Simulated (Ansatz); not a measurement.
# Grüneisen parameters and expansion of SiC (Moissanite 3C, F-43m), part 3 of 4

Wanted: mode Grüneisen parameters of SiC (Moissanite 3C) and a free-energy fit over volumes.

Ansatz 0.2.0; DFT LDA, scalar-relativistic, plane waves, PAW.

So far, highest frequency (cm⁻¹): step 5 (phonons, V/V0 1) 973.

### Step 7. Lattice dynamics at this volume, V/V0 1.015

The same q-mesh and k-mesh are kept at every volume, so that much of their error can cancel in the differences.

The input, input.yaml:

```yaml
crystal:
  lattice:
    - [0.0, 2.175252878, 2.175252878]
    - [2.175252878, 0.0, 2.175252878]
    - [2.175252878, 2.175252878, 0.0]
  atoms:
    - { symbol: Si, position: [0.0, 0.0, 0.0] }
    - { symbol: C, position: [0.25, 0.25, 0.25] }
kpoints:
  mp_grid: { grid: [12, 12, 12] }
hamiltonian:
  xc: lda
scf:
  occupations: { method: fixed }
output:
  eigenvalues: true
phonons:
  method: dfpt
  dielectric: true
  rigid_motions: translations
  qmesh: [4, 4, 4]
  temperatures: { t_max: 1000, t_step: 50 }
  qpath:
    path:
      - [[0.0, 0.0, 0.0], [-0.5, -0.5, 0.0], [-0.375, -0.375, 0.25]]
      - [[-0.375, 0.0, 0.375], [0.0, 0.0, 0.0], [0.0, 0.0, 0.5], [-0.5, -0.25, 0.25], [-0.5, -0.5, 0.0]]
    npoints: 10
```

Started as:

```sh
$ ansatz run input.yaml --threads 4 --pin off --max-ram 8192MiB --backend cpu --events-out ev --progress --plain --runs-dir out
```

Numbers of over 12 decimals in the logs are rounded to 6 here.

What it wrote:

```text
[...]
Crystal: 2 atoms, lattice volume = 20.585 Å³
Basis set: ecut = 420 eV, 411 PW (Γ), exchange–correlation on 48×48×48 points (8 copies of the dense FFT grid, shifted against one another)
Bands: 8, of which v1, the nominal top of the filled ones, is band 4 counted from 1 (3 counted from 0)
Symmetry: 24 space group operations
[...]
optical modes at Γ + LO–TO along q̂ = [0.0000, 1.0000, 0.0000]:
      ω (cm⁻¹)  modes    IR ((D/Å)²/amu)
        784.13      2            40.5757
        957.52      1            20.2878
  optical modes at Γ + LO–TO along q̂ = [0.0000, 0.0000, 1.0000]:
      ω (cm⁻¹)  modes    IR ((D/Å)²/amu)
        784.13      2            40.5757
        957.52      1            20.2878
--- Phonons (arbitrary-q DFPT): 8 irreducible q on the 4×4×4 mesh ---
[...]
interpolated dispersion: 63 rows × 6 modes
[...]
[key lines of the parts left out:]
SCF converged after 7 iterations
Free energy (F): -852.197533 eV
Fermi energy:    9.308686 eV
```

It took 49 s on 4 threads of Arm Neoverse V2, shared host; peak memory 0.97 GiB.

LO-TO term included. The phonon branches at the labelled points (cm⁻¹):

```
    point  branch 1  branch 2  branch 3  branch 4  branch 5  branch 6
        Γ         0         0         0       784       784       958
  halfway       274       274       396       767       767       914
        X       364       364       627       750       750       815
  halfway       362       393       608       747       749       825
        U       352       442       561       745       746       844
jump to K       352       442       561       745       746       844
  halfway       229       319       414       761       780       889
        Γ         0         0         0       784       784       958
  halfway       196       196       400       770       770       910
        L       260       260       607       757       757       825
  halfway       326       387       554       751       756       844
        W       399       460       530       730       761       842
  halfway       381       402       590       738       756       830
        X       364       364       627       750       750       815
```

The phonon branches as a text plot (rows in cm⁻¹):

```
    938 |******                   **********
    898 |      **               **          **
    858 |        ***     *******              **     *******
    818 |           *****                       *****       *****
    778 |********            *******************   ***   ****
    738 |        ***************                *****************
    698 |
    658 |
    618 |           ****                         **           ***
    578 |         **    ***                    **  ***      **
    539 |        *         *                          ******
    499 |                   ***               *
    459 |       *         ***  *             *           ***
    419 |               **   ** *           *          **   **
    379 |      *    ****       *                      * *********
    339 |    **  ***    *****    *         *        ****
    299 |       *            ** * **               ***
    259 |   *  *               * *        *   ******
    219 |    **                 * **         *
    180 |  **                    *  *    * **
    140 |  *                      ***     *
    100 | *                         **  **
     60 | *                          *  *
     20 |*                            **
         Γ           X  U|K            Γ         L        W     X
```

No mode is imaginary beyond numerical noise at the solved wavevectors. The highest zone-centre mode (no LO–TO term) moved by -1.7 % for a volume change of +1.5 %.

### Step 8. Single point at a scaled cell, V/V0 0.985

Symmetry fixes every atom, so a single point at the scaled cell gives the energy and pressure of this member.

The cell differs from the one that the last finished run ended in (a 3.076 → 3.046 Å, b 3.076 → 3.046 Å, c 3.076 → 3.046 Å).

input.yaml, the sections that differ from step 7:

```yaml
crystal:
  lattice:
    - [0.0, 2.1536071348, 2.1536071348]
    - [2.1536071348, 0.0, 2.1536071348]
    - [2.1536071348, 2.1536071348, 0.0]
  atoms:
    - { symbol: Si, position: [0.0, 0.0, 0.0] }
    - { symbol: C, position: [0.25, 0.25, 0.25] }
output:
  forces: true
  stress: true
  eigenvalues: true
# kpoints, hamiltonian, scf: as in step 7
# phonons: removed
```

What it wrote:

```text
[...]
Crystal: 2 atoms, lattice volume = 19.977 Å³
Basis set: ecut = 420 eV, 387 PW (Γ)
Bands: 8, of which v1, the nominal top of the filled ones, is band 4 counted from 1 (3 counted from 0)
Symmetry: 24 space group operations
[...]
k-points: 72 of 1728 (time reversal used)
[...]
Free energy (F): -852.197350 eV
[...]
Internal energy: -852.197350 eV  (E = F + TS)
E sigma→0 (E₀):  -852.197350 eV
Fermi energy:    9.690832 eV
[...]
--- Stress (GPa, compression-positive) ---
        3.573702       0.000000       0.000000
        0.000000       3.573702       0.000000
       -0.000000       0.000000       3.573702
  P = ⅓ Tr σ = 3.5737 GPa (35.737 kbar)
--- Band table (eV; the first three rows and the last of 72) ---
[...]
[key lines of the parts left out:]
SCF converged after 6 iterations
```

Wall time 0.44 s (4 threads); peak memory 0.26 GiB.

The run ends at a pressure of 3.57 GPa.

### Step 9. Phonons, V/V0 0.985

The same q-mesh and k-mesh are kept at every volume, so that much of their error can cancel in the differences.

input.yaml, the sections that differ from step 8:

```yaml
output:
  eigenvalues: true
phonons:
  method: dfpt
  dielectric: true
  rigid_motions: translations
  qmesh: [4, 4, 4]
  temperatures: { t_max: 1000, t_step: 50 }
  qpath:
    path:
      - [[0.0, 0.0, 0.0], [-0.5, -0.5, 0.0], [-0.375, -0.375, 0.25]]
      - [[-0.375, 0.0, 0.375], [0.0, 0.0, 0.0], [0.0, 0.0, 0.5], [-0.5, -0.25, 0.25], [-0.5, -0.5, 0.0]]
    npoints: 10
# crystal, kpoints, hamiltonian, scf: as in step 8
```

What it wrote:

```text
[...]
Crystal: 2 atoms, lattice volume = 19.977 Å³
Basis set: ecut = 420 eV, 387 PW (Γ), exchange–correlation on 48×48×48 points (8 copies of the dense FFT grid, shifted against one another)
Bands: 8, of which v1, the nominal top of the filled ones, is band 4 counted from 1 (3 counted from 0)
Symmetry: 24 space group operations
[...]
optical modes at Γ + LO–TO along q̂ = [0.0000, 1.0000, 0.0000]:
      ω (cm⁻¹)  modes    IR ((D/Å)²/amu)
        811.43      2            41.2196
        988.93      1            20.6098
  optical modes at Γ + LO–TO along q̂ = [0.0000, 0.0000, 1.0000]:
      ω (cm⁻¹)  modes    IR ((D/Å)²/amu)
        811.43      2            41.2196
        988.93      1            20.6098
--- Phonons (arbitrary-q DFPT): 8 irreducible q on the 4×4×4 mesh ---
[...]
interpolated dispersion: 63 rows × 6 modes
[...]
[key lines of the parts left out:]
SCF converged after 7 iterations
Free energy (F): -852.197350 eV
Fermi energy:    9.690826 eV
```

Run time: 49 s. Hardware: 4 threads; peak memory 0.95 GiB; 3.1 min of CPU time.

No mode is imaginary beyond numerical noise at the solved wavevectors. The highest zone-centre mode (no LO–TO term) moved by +1.7 % for a volume change of -1.5 %.

### Step 10. A cell at another volume, V/V0 1.03

Symmetry fixes every atom, so a single point at the scaled cell gives the energy and pressure of this member.

input.yaml, the sections that differ from step 9:

```yaml
crystal:
  lattice:
    - [0.0, 2.1859160527, 2.1859160527]
    - [2.1859160527, 0.0, 2.1859160527]
    - [2.1859160527, 2.1859160527, 0.0]
  atoms:
    - { symbol: Si, position: [0.0, 0.0, 0.0] }
    - { symbol: C, position: [0.25, 0.25, 0.25] }
output:
  forces: true
  stress: true
  eigenvalues: true
# kpoints, hamiltonian, scf: as in step 9
# phonons: removed
```

What it wrote:

```text
[...]
Crystal: 2 atoms, lattice volume = 20.890 Å³
Basis set: ecut = 420 eV, 411 PW (Γ)
Bands: 8, of which v1, the nominal top of the filled ones, is band 4 counted from 1 (3 counted from 0)
Symmetry: 24 space group operations
[...]
k-points: 72 of 1728 (time reversal used)
[...]
Free energy (F): -852.188243 eV
[...]
Internal energy: -852.188243 eV  (E = F + TS)
E sigma→0 (E₀):  -852.188243 eV
Fermi energy:    9.125114 eV
[...]
--- Stress (GPa, compression-positive) ---
       -6.405077      -0.000000       0.000000
       -0.000000      -6.405077       0.000000
       -0.000000       0.000000      -6.405077
  P = ⅓ Tr σ = -6.4051 GPa (-64.051 kbar)
--- Band table (eV; the first three rows and the last of 72) ---
[...]
[key lines of the parts left out:]
SCF converged after 6 iterations
```

It took 0.46 s on 4 threads; peak memory 0.27 GiB.

The run ends at a pressure of -6.41 GPa.

### Step 11. Lattice dynamics at this volume, V/V0 1.03

The same q-mesh and k-mesh are kept at every volume, so that much of their error can cancel in the differences.

input.yaml, the sections that differ from step 10:

```yaml
output:
  eigenvalues: true
phonons:
  method: dfpt
  dielectric: true
  rigid_motions: translations
  qmesh: [4, 4, 4]
  temperatures: { t_max: 1000, t_step: 50 }
  qpath:
    path:
      - [[0.0, 0.0, 0.0], [-0.5, -0.5, 0.0], [-0.375, -0.375, 0.25]]
      - [[-0.375, 0.0, 0.375], [0.0, 0.0, 0.0], [0.0, 0.0, 0.5], [-0.5, -0.25, 0.25], [-0.5, -0.5, 0.0]]
    npoints: 10
# crystal, kpoints, hamiltonian, scf: as in step 10
```

What it wrote:

```text
[...]
Crystal: 2 atoms, lattice volume = 20.890 Å³
Basis set: ecut = 420 eV, 411 PW (Γ), exchange–correlation on 48×48×48 points (8 copies of the dense FFT grid, shifted against one another)
Bands: 8, of which v1, the nominal top of the filled ones, is band 4 counted from 1 (3 counted from 0)
Symmetry: 24 space group operations
[...]
optical modes at Γ + LO–TO along q̂ = [0.0000, 1.0000, 0.0000]:
      ω (cm⁻¹)  modes    IR ((D/Å)²/amu)
        771.11      2            40.2562
        942.43      1            20.1281
  optical modes at Γ + LO–TO along q̂ = [0.0000, 0.0000, 1.0000]:
      ω (cm⁻¹)  modes    IR ((D/Å)²/amu)
        771.11      2            40.2562
        942.43      1            20.1281
--- Phonons (arbitrary-q DFPT): 8 irreducible q on the 4×4×4 mesh ---
[...]
interpolated dispersion: 63 rows × 6 modes
[...]
[key lines of the parts left out:]
SCF converged after 7 iterations
Free energy (F): -852.188243 eV
Fermi energy:    9.125120 eV
```

Run time: 50 s. Hardware: 4 threads; peak memory 0.98 GiB.

LO-TO term included. Phonon branches along the path, in cm⁻¹:

```
    point  branch 1  branch 2  branch 3  branch 4  branch 5  branch 6
        Γ         0         0         0       771       771       942
  halfway       272       272       391       753       753       899
        X       364       364       620       734       734       801
  halfway       361       391       600       732       733       811
        U       351       438       554       730       730       829
jump to K       351       438       554       730       730       829
  halfway       230       316       407       747       766       875
        Γ         0         0         0       771       771       942
  halfway       196       196       393       756       756       896
        L       260       260       598       742       742       811
  halfway       325       384       546       736       742       829
        W       396       458       523       716       745       827
  halfway       379       400       583       724       740       816
        X       364       364       620       734       734       801
```

The phonon branches as a text plot (rows in cm⁻¹):

```
    923 |******                   **********
    884 |      **               **          **
    844 |        ***     *******              **     *******
    805 |           *****                       *****       *****
    766 |********            ******************
    726 |        ***************               ******************
    687 |
    648 |
    609 |           ****                         **           ***
    569 |         **    ***                    **  ***      **
    530 |        *         *                          ******
    491 |                   ***               *
    452 |       *         ***  *             *          ****
    412 |               **   ** *           *          *  ****
    373 |      *    ******     *                      * **  *****
    334 |    **  ***      ***   **         *        ****
    294 |       *            **   **               ***
    255 |   *  *               * *        *   ******
    216 |    **                 * **         *
    177 |  **                    *  *    * **
    137 |  *                      ***     *
     98 | *                         **  **
     59 | *                          *  *
     20 |*                            **
         Γ           X  U|K            Γ         L        W     X
```

No mode is imaginary beyond numerical noise at the solved wavevectors. The highest zone-centre mode (no LO–TO term) moved by -3.3 % for a volume change of +3.0 %.

### Step 12. Single point at a scaled cell, V/V0 0.97

Symmetry fixes every atom, so a single point at the scaled cell gives the energy and pressure of this member.

The cell differs from the one that the last finished run ended in (a 3.091 → 3.030 Å, b 3.091 → 3.030 Å, c 3.091 → 3.030 Å).

input.yaml, the sections that differ from step 11:

```yaml
crystal:
  lattice:
    - [0.0, 2.1426191521, 2.1426191521]
    - [2.1426191521, 0.0, 2.1426191521]
    - [2.1426191521, 2.1426191521, 0.0]
  atoms:
    - { symbol: Si, position: [0.0, 0.0, 0.0] }
    - { symbol: C, position: [0.25, 0.25, 0.25] }
output:
  forces: true
  stress: true
  eigenvalues: true
# kpoints, hamiltonian, scf: as in step 11
# phonons: removed
```

What it wrote:

```text
[...]
Crystal: 2 atoms, lattice volume = 19.673 Å³
Basis set: ecut = 420 eV, 387 PW (Γ)
Bands: 8, of which v1, the nominal top of the filled ones, is band 4 counted from 1 (3 counted from 0)
Symmetry: 24 space group operations
[...]
k-points: 72 of 1728 (time reversal used)
[...]
Free energy (F): -852.186985 eV
[...]
Internal energy: -852.186985 eV  (E = F + TS)
E sigma→0 (E₀):  -852.186985 eV
Fermi energy:    9.889204 eV
[...]
--- Stress (GPa, compression-positive) ---
        7.416911      -0.000000      -0.000000
        0.000000       7.416911       0.000000
       -0.000000       0.000000       7.416911
  P = ⅓ Tr σ = 7.4169 GPa (74.169 kbar)
--- Band table (eV; the first three rows and the last of 72) ---
[...]
[key lines of the parts left out:]
SCF converged after 6 iterations
```

The job ended after 0.46 s (4 threads; peak memory 0.26 GiB).

The run ends at a pressure of 7.42 GPa.

### Step 13. Phonons, V/V0 0.97

The same q-mesh and k-mesh are kept at every volume, so that much of their error can cancel in the differences.

input.yaml, the sections that differ from step 12:

```yaml
output:
  eigenvalues: true
phonons:
  method: dfpt
  dielectric: true
  rigid_motions: translations
  qmesh: [4, 4, 4]
  temperatures: { t_max: 1000, t_step: 50 }
  qpath:
    path:
      - [[0.0, 0.0, 0.0], [-0.5, -0.5, 0.0], [-0.375, -0.375, 0.25]]
      - [[-0.375, 0.0, 0.375], [0.0, 0.0, 0.0], [0.0, 0.0, 0.5], [-0.5, -0.25, 0.25], [-0.5, -0.5, 0.0]]
    npoints: 10
# crystal, kpoints, hamiltonian, scf: as in step 12
```

What it wrote:

```text
[...]
Crystal: 2 atoms, lattice volume = 19.673 Å³
Basis set: ecut = 420 eV, 387 PW (Γ), exchange–correlation on 48×48×48 points (8 copies of the dense FFT grid, shifted against one another)
Bands: 8, of which v1, the nominal top of the filled ones, is band 4 counted from 1 (3 counted from 0)
Symmetry: 24 space group operations
[...]
optical modes at Γ + LO–TO along q̂ = [0.0000, 1.0000, 0.0000]:
      ω (cm⁻¹)  modes    IR ((D/Å)²/amu)
        825.70      2            41.5464
       1005.26      1            20.7732
  optical modes at Γ + LO–TO along q̂ = [0.0000, 0.0000, 1.0000]:
      ω (cm⁻¹)  modes    IR ((D/Å)²/amu)
        825.70      2            41.5464
       1005.26      1            20.7732
--- Phonons (arbitrary-q DFPT): 8 irreducible q on the 4×4×4 mesh ---
[...]
interpolated dispersion: 63 rows × 6 modes
[...]
[key lines of the parts left out:]
SCF converged after 7 iterations
Free energy (F): -852.186985 eV
Fermi energy:    9.889188 eV
```

Run time: 49 s. Hardware: 4 threads; peak memory 0.95 GiB.

LO-TO term included. The phonon branches at the labelled points (cm⁻¹):

```
    point  branch 1  branch 2  branch 3  branch 4  branch 5  branch 6
        Γ         0         0         0       826       826      1005
  halfway       278       278       413       813       813       959
        X       365       365       651       801       801       858
  halfway       363       398       631       795       800       871
        U       352       453       584       790       796       892
jump to K       352       453       584       790       796       892
  halfway       229       327       432       806       826       934
        Γ         0         0         0       826       826      1005
  halfway       196       196       419       814       814       956
        L       258       258       633       803       803       869
  halfway       328       396       578       797       803       891
        W       407       467       554       774       813       891
  halfway       386       406       613       785       807       878
        X       365       365       651       801       801       858
```

The phonon branches as a text plot (rows in cm⁻¹):

```
    984 |******                   **********
    942 |      **               **          **
    901 |        ***    ********              **     *********
    859 |           ****                        *****         ***
    817 |*****************  *************************************
    775 |              ********                        ********
    733 |
    691 |
    649 |           ****                         **            **
    607 |         **    **                     **  ***       **
    565 |                 **                          *******
    524 |        *          ***               *
    482 |       *          *   *             *           ***
    440 |               *** *   *           *          **   **
    398 |      *       *     **                       *  ******
    356 |    **  ***********   * *         *         * **      **
    314 |       *           *** * **                ***
    272 |   *  *               * *        *     *****
    230 |    **                 *            ***
    188 |  **                    ****    *  *
    147 |                         ***     **
    105 | **                        **  **
     63 | *                          *  *
     21 |*                            **
         Γ           X  U|K            Γ         L        W     X
```

No mode is imaginary beyond numerical noise at the solved wavevectors. The highest zone-centre mode (no LO–TO term) moved by +3.5 % for a volume change of -3.0 %.

[end of part 3 of 4]

[Logs are printed without paths, hosts, clocks, repeated set-up lines and the standing remarks that a program may print on its own settings, such as how far it seeks lower states.]

[Hosts, paths, dates, database ids (printed as entryN), source tags and the programs' standing remarks are cut or masked in the printed files.]

[A step with changed settings may run another functional than the one named; its input shows which.]

[Of the runs on displaced cells, only some may be shown.]
